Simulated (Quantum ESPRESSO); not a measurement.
## E(θ) between the sublattices of MnSe

Wanted: bilinear and biquadratic couplings of MnSe from constrained non-collinear runs.

Method: LDA; plane waves with GBRV 1.5 LDA potentials, no spin-orbit coupling, in Quantum ESPRESSO 7.5.

## 1. The starting structure

The structure is hexagonal, space group P6_3/mmc (No. 194). The conventional cell has a = 3.859 Å, b = 3.859 Å, c = 5.972 Å, α = 90.00°, β = 90.00°, γ = 120.00°. Nearest to Mn lie 6 Se at 2.68 Å and 2 Mn at 2.99 Å. Nearest to Se lie 6 Mn at 2.68 Å. Farther neighbours and most contacts between anions are not listed.

Structure file:

```cif
data_structure
_symmetry_space_group_name_H-M 'P 1'
_symmetry_Int_Tables_number 1
_cell_length_a 3.8594
_cell_length_b 3.8594
_cell_length_c 5.9724
_cell_angle_alpha 90.000
_cell_angle_beta 90.000
_cell_angle_gamma 120.000
_cell_volume 77.04
loop_
_atom_site_label
_atom_site_type_symbol
_atom_site_fract_x
_atom_site_fract_y
_atom_site_fract_z
_atom_site_occupancy
Mn1 Mn 0.00000 0.00000 0.00000 1
Mn2 Mn 0.00000 0.00000 0.50000 1
Se3 Se 0.66667 0.33333 0.25000 1
Se4 Se 0.33333 0.66667 0.75000 1
```

The cell comes from Materials Project 2023-11-01, a database of computed structures, and need not be the stable phase.

## 2. The collinear order that defines the sublattices

Typed as antiferro +-. 

The input, pw.in:

```
&CONTROL
  calculation = 'scf'
  prefix = 'pwscf'
  outdir = './tmp'
  pseudo_dir = './pseudo'
  disk_io = 'nowf'
/
&SYSTEM
  ibrav = 0
  nat = 4
  ntyp = 3
  ecutwfc = 40
  ecutrho = 280
  nbnd = 30
  occupations = 'smearing'
  smearing = 'fd'
  degauss = 0.00367493
  nspin = 2
  starting_magnetization(1) = 0.3
  starting_magnetization(2) = -0.3
  starting_magnetization(3) = 0
/
&ELECTRONS
  conv_thr = 8d-09
  electron_maxstep = 150
  mixing_beta = 0.3
/
ATOMIC_SPECIES
Mn1    54.9380 mn_lda_v1.5.uspp.F.UPF
Mn2    54.9380 mn_lda_v1.5.uspp.F.UPF
Se     78.9710 se_lda_v1.uspp.F.UPF
CELL_PARAMETERS angstrom
   3.8593697997    0.0000000000    0.0000000000
  -1.9296848998    3.3423122891    0.0000000000
   0.0000000000    0.0000000000    5.9724110000
ATOMIC_POSITIONS crystal
Mn1     0.0000000000    0.0000000000    0.0000000000
Mn2     0.0000000000    0.0000000000    0.5000000000
Se      0.6666666700    0.3333333300    0.2500000000
Se      0.3333333300    0.6666666700    0.7500000000
K_POINTS automatic
6 6 6 0 0 0
```

Run with:

```bash
$ OMP_NUM_THREADS=1 mpirun -n 4 pw.x -nk 4 -in pw.in > pw.out
```

The program printed:

```text
Program PWSCF v.7.5 starts

     Message from routine setup:
     using ibrav=0 with symmetry is DISCOURAGED, use correct ibrav instead

     K-points division:     npool     =       4
     Subspace diagonalization in iterative solution of the eigenvalue problem:

     G-vector sticks info
     --------------------
     sticks:   dense  smooth     PW     G-vecs:    dense   smooth      PW
     Sum        1027     583    169                41167    17703    2917

     Using Slab Decomposition

     bravais-lattice index     =            0
     lattice parameter (alat)  =       7.2932  a.u.
     unit-cell volume          =     519.8879 (a.u.)^3
     number of atoms/cell      =            4
     number of atomic types    =            3
     number of electrons       =        42.00
     number of Kohn-Sham states=           30
     kinetic-energy cutoff     =      40.0000  Ry
     charge density cutoff     =     280.0000  Ry
     scf convergence threshold =      8.0E-09
     mixing beta               =       0.3000
     number of iterations used =            8  plain     mixing
     Exchange-correlation= SLA  PZ   NOGX NOGC
                           (   1   1   0   0   0   0   0)

     celldm(1)=   7.293152  celldm(2)=   0.000000  celldm(3)=   0.000000
     celldm(4)=   0.000000  celldm(5)=   0.000000  celldm(6)=   0.000000

     crystal axes: (cart. coord. in units of alat)
               a(1) = (   1.000000   0.000000   0.000000 )
               a(2) = (  -0.500000   0.866025   0.000000 )
               a(3) = (   0.000000   0.000000   1.547509 )

     reciprocal axes: (cart. coord. in units 2 pi/alat)
               b(1) = (  1.000000  0.577350 -0.000000 )
               b(2) = (  0.000000  1.154701  0.000000 )
               b(3) = (  0.000000 -0.000000  0.646200 )

     PseudoPot. # 1 for Mn read from file:
     mn_lda_v1.5.uspp.F.UPF
     Pseudo is Ultrasoft + core correction, Zval = 15.0
     Generated by new atomic code, or converted to UPF format
     Using radial grid of  859 points,  6 beta functions with:
                l(1) =   0
                l(2) =   0
                l(3) =   1
                l(4) =   1
                l(5) =   2
                l(6) =   2
     Q(r) pseudized with  8 coefficients,  rinner =    0.950   0.950   0.950
                                                       0.950   0.950

     PseudoPot. # 2 for Mn read from file:
     mn_lda_v1.5.uspp.F.UPF
     Pseudo is Ultrasoft + core correction, Zval = 15.0
     Generated by new atomic code, or converted to UPF format
     Using radial grid of  859 points,  6 beta functions with:
                l(1) =   0
                l(2) =   0
                l(3) =   1
                l(4) =   1
                l(5) =   2
                l(6) =   2
     Q(r) pseudized with  8 coefficients,  rinner =    0.950   0.950   0.950
                                                       0.950   0.950

     PseudoPot. # 3 for Se read from file:
     se_lda_v1.uspp.F.UPF
     Pseudo is Ultrasoft + core correction, Zval =  6.0
     Generated by new atomic code, or converted to UPF format
     Using radial grid of  877 points,  6 beta functions with:
                l(1) =   0
                l(2) =   0
                l(3) =   1
                l(4) =   1
                l(5) =   2
                l(6) =   2
     Q(r) pseudized with  8 coefficients,  rinner =    1.300   1.300   1.300
                                                       1.300   1.300

     atomic species   valence    mass     pseudopotential
     Mn1              15.00    54.93800     Mn( 1.00)
     Mn2              15.00    54.93800     Mn( 1.00)
     Se                6.00    78.97100     Se( 1.00)

     Starting magnetic structure
     atomic species   magnetization
     Mn1             0.300
     Mn2            -0.300
     Se              0.000

     12 Sym. Ops., with inversion, found

   Cartesian axes

     site n.     atom                  positions (alat units)
         1        Mn1    tau(   1) = (   0.0000000   0.0000000   0.0000000  )
         2        Mn2    tau(   2) = (   0.0000000   0.0000000   0.7737547  )
         3        Se     tau(   3) = (   0.5000000   0.2886751   0.3868773  )
         4        Se     tau(   4) = (  -0.0000000   0.5773503   1.1606320  )

     number of k points=    34  Fermi-Dirac smearing, width (Ry)=  0.0037
                       cart. coord. in units 2pi/alat
        k(    1) = (   0.0000000   0.0000000   0.0000000), wk =   0.0046296
        k(    2) = (   0.0000000   0.0000000   0.1076999), wk =   0.0092593
        k(    3) = (   0.0000000   0.0000000   0.2153999), wk =   0.0092593
        k(    4) = (   0.0000000   0.0000000  -0.3230998), wk =   0.0046296
        k(    5) = (   0.0000000   0.1924501   0.0000000), wk =   0.0277778
        [... 29 further k-points ...]

     Dense  grid:    41167 G-vectors     FFT dimensions: (  40,  40,  64)

     Smooth grid:    17703 G-vectors     FFT dimensions: (  30,  30,  45)

     Check: negative core charge=   -0.000029
     Generating pointlists ...
     new r_m :   0.2867 (alat units)  2.0908 (a.u.) for type    1
     new r_m :   0.2867 (alat units)  2.0908 (a.u.) for type    2
     new r_m :   0.2867 (alat units)  2.0908 (a.u.) for type    3

     Initial potential from superposition of free atoms

     starting charge      40.9997, renormalised to      42.0000
     Starting wfcs are   34 randomized atomic wfcs

     Self-consistent Calculation

     iteration #  1     ecut=    40.00 Ry     beta= 0.30
     Davidson diagonalization with overlap
     ethr =  1.00E-02,  avg # of iterations =  3.5

     total energy              =    -508.56331667 Ry
     estimated scf accuracy    <       1.06640420 Ry

     total magnetization       =     0.00 Bohr mag/cell
     absolute magnetization    =     8.26 Bohr mag/cell

     iteration #  2     ecut=    40.00 Ry     beta= 0.30
     Davidson diagonalization with overlap
     ethr =  2.54E-03,  avg # of iterations =  2.2

     total energy              =    -508.78749742 Ry
     estimated scf accuracy    <       0.07987356 Ry

     total magnetization       =     0.00 Bohr mag/cell
     absolute magnetization    =     8.12 Bohr mag/cell

     iteration #  3     ecut=    40.00 Ry     beta= 0.30
     Davidson diagonalization with overlap
     ethr =  1.90E-04,  avg # of iterations =  3.2

     total energy              =    -508.80285247 Ry
     estimated scf accuracy    <       0.01564131 Ry

     total magnetization       =    -0.00 Bohr mag/cell
     absolute magnetization    =     8.33 Bohr mag/cell

     [... further iterations left out ...]

     iteration #  9     ecut=    40.00 Ry     beta= 0.30
     Davidson diagonalization with overlap
     ethr =  9.80E-09,  avg # of iterations =  3.3

     negative rho (up, down):  1.977E-04 1.979E-04

     total energy              =    -508.80512959 Ry
     estimated scf accuracy    <       0.00000063 Ry

     total magnetization       =     0.00 Bohr mag/cell
     absolute magnetization    =     8.33 Bohr mag/cell

     iteration # 10     ecut=    40.00 Ry     beta= 0.30
     Davidson diagonalization with overlap
     ethr =  1.51E-09,  avg # of iterations =  3.5

     negative rho (up, down):  1.971E-04 1.971E-04

     total energy              =    -508.80512974 Ry
     estimated scf accuracy    <       0.00000014 Ry

     total magnetization       =     0.00 Bohr mag/cell
     absolute magnetization    =     8.33 Bohr mag/cell

     iteration # 11     ecut=    40.00 Ry     beta= 0.30
     Davidson diagonalization with overlap
     ethr =  3.33E-10,  avg # of iterations =  2.5

     negative rho (up, down):  1.968E-04 1.968E-04

     total energy              =    -508.80512977 Ry
     estimated scf accuracy    <       0.00000003 Ry

     total magnetization       =     0.00 Bohr mag/cell
     absolute magnetization    =     8.33 Bohr mag/cell

     iteration # 12     ecut=    40.00 Ry     beta= 0.30
     Davidson diagonalization with overlap
     ethr =  6.98E-11,  avg # of iterations =  3.7

     negative rho (up, down):  1.966E-04 1.966E-04

     Magnetic moment per site  (integrated on atomic sphere of radius R)
     atom   1 (R=0.287)  charge= 13.4095  magn=  3.9320
     atom   2 (R=0.287)  charge= 13.4095  magn= -3.9320
     atom   3 (R=0.287)  charge=  4.2447  magn= -0.0000
     atom   4 (R=0.287)  charge=  4.2447  magn= -0.0000

     End of self-consistent calculation

     [... lines left out ...]
     the Fermi energy is     9.6972 ev

!    total energy              =    -508.80512978 Ry
     estimated scf accuracy    <          5.9E-10 Ry
     smearing contrib. (-TS)   =      -0.00024548 Ry
     internal energy E=F+TS    =    -508.80488430 Ry

     The total energy is F=E-TS. E is the sum of the following terms:
     one-electron contribution =    -283.02340745 Ry
     hartree contribution      =     156.63612514 Ry
     xc contribution           =    -111.31792515 Ry
     ewald contribution        =    -271.09967685 Ry

     total magnetization       =    -0.00 Bohr mag/cell
     absolute magnetization    =     8.33 Bohr mag/cell

     convergence has been achieved in  12 iterations

=------------------------------------------------------------------------------=
   JOB DONE.
=------------------------------------------------------------------------------=
```

Elapsed: 23 s, on 4 MPI ranks of Arm Neoverse V2, shared host; peak memory 0.48 GiB; 91 s of CPU time.

Spin moment in the atom's sphere by atom:

```csv
atom,spin moment in the atom's sphere (μB)
Mn1,3.93
Mn2,-3.93
Se3,0.00
Se4,0.00
```

This step gave:

* smearing term TS: 0.003340 eV
* magnetization: 0 μB
* absolute magnetization: 8.331 μB
* final state: antiferromagnetic

## 3. The parallel state in the same cell

This run has no penalty. It is needed because the penalty of the later runs acts on every atom: an induced moment is typed with its parallel value times cos(θ/2) along z and its opposed value times sin(θ/2) along x, rounded to 0.01 μB.

The input, pw.in:

```
&CONTROL
  calculation = 'scf'
  prefix = 'pwscf'
  outdir = './tmp'
  pseudo_dir = './pseudo'
  disk_io = 'nowf'
/
&SYSTEM
  ibrav = 0
  nat = 4
  ntyp = 2
  ecutwfc = 40
  ecutrho = 280
  nbnd = 34
  occupations = 'smearing'
  smearing = 'fd'
  degauss = 0.00367493
  nspin = 2
  starting_magnetization(1) = 0.3
  starting_magnetization(2) = 0
/
&ELECTRONS
  conv_thr = 8d-09
  electron_maxstep = 150
  mixing_beta = 0.3
/
ATOMIC_SPECIES
Mn     54.9380 mn_lda_v1.5.uspp.F.UPF
Se     78.9710 se_lda_v1.uspp.F.UPF
CELL_PARAMETERS angstrom
   3.8593697997    0.0000000000    0.0000000000
  -1.9296848998    3.3423122891    0.0000000000
   0.0000000000    0.0000000000    5.9724110000
ATOMIC_POSITIONS crystal
Mn      0.0000000000    0.0000000000    0.0000000000
Mn      0.0000000000    0.0000000000    0.5000000000
Se      0.6666666700    0.3333333300    0.2500000000
Se      0.3333333300    0.6666666700    0.7500000000
K_POINTS automatic
6 6 6 0 0 0
```

The program printed:

```text
     [... lines left out ...]
Program PWSCF v.7.5 starts
     [... lines left out ...]
     number of atoms/cell      =            4
     [... lines left out ...]
     number of electrons       =        42.00
     number of Kohn-Sham states=           34
     kinetic-energy cutoff     =      40.0000  Ry
     charge density cutoff     =     280.0000  Ry
     scf convergence threshold =      8.0E-09
     [... lines left out ...]
     24 Sym. Ops., with inversion, found (12 have fractional translation)
     [... lines left out ...]
     number of k points=    28  Fermi-Dirac smearing, width (Ry)=  0.0037
     [... lines left out ...]
     iteration # 12     ecut=    40.00 Ry     beta= 0.30
     [... lines left out ...]
     Magnetic moment per site  (integrated on atomic sphere of radius R)
     atom   1 (R=0.287)  charge= 13.4177  magn=  3.8313
     atom   2 (R=0.287)  charge= 13.4177  magn=  3.8313
     atom   3 (R=0.287)  charge=  4.2276  magn=  0.0678
     atom   4 (R=0.287)  charge=  4.2276  magn=  0.0678
     [... lines left out ...]
     the Fermi energy is     9.7988 ev
!    total energy              =    -508.77956187 Ry
     estimated scf accuracy    <          5.3E-10 Ry
     smearing contrib. (-TS)   =      -0.00177607 Ry
     [... lines left out ...]
     total magnetization       =     8.36 Bohr mag/cell
     absolute magnetization    =     8.36 Bohr mag/cell
     convergence has been achieved in  12 iterations
```

Run time: 21 s. Hardware: 4 MPI ranks; peak memory 0.47 GiB; 83 s of CPU time.

Spin moment in the atom's sphere by atom:

```csv
atom,spin moment in the atom's sphere (μB)
Mn1,3.83
Mn2,3.83
Se3,0.07
Se4,0.07
```

This step gave:

| Property | Result |
| --- | --- |
| smearing term TS | 0.02416 eV |
| magnetization | 8.358 μB |
| absolute magnetization | 8.358 μB |
| final state | ferromagnetic |

(Continued in part 2 of 2.)

[Logs and program files are shortened in this print: banners, set-up blocks, solver, clock and traceback lines can be left out without a mark of their own.]

[Logs are printed without paths, hosts, clocks, repeated set-up lines and the standing remarks that a program may print on its own settings, such as how far it seeks lower states.]

[Hosts, paths, dates, database ids (printed as entryN), source tags and the programs' standing remarks are cut or masked in the printed files.]

[Where a cell is said to come from a database of computed structures, the database is the Materials Project.]
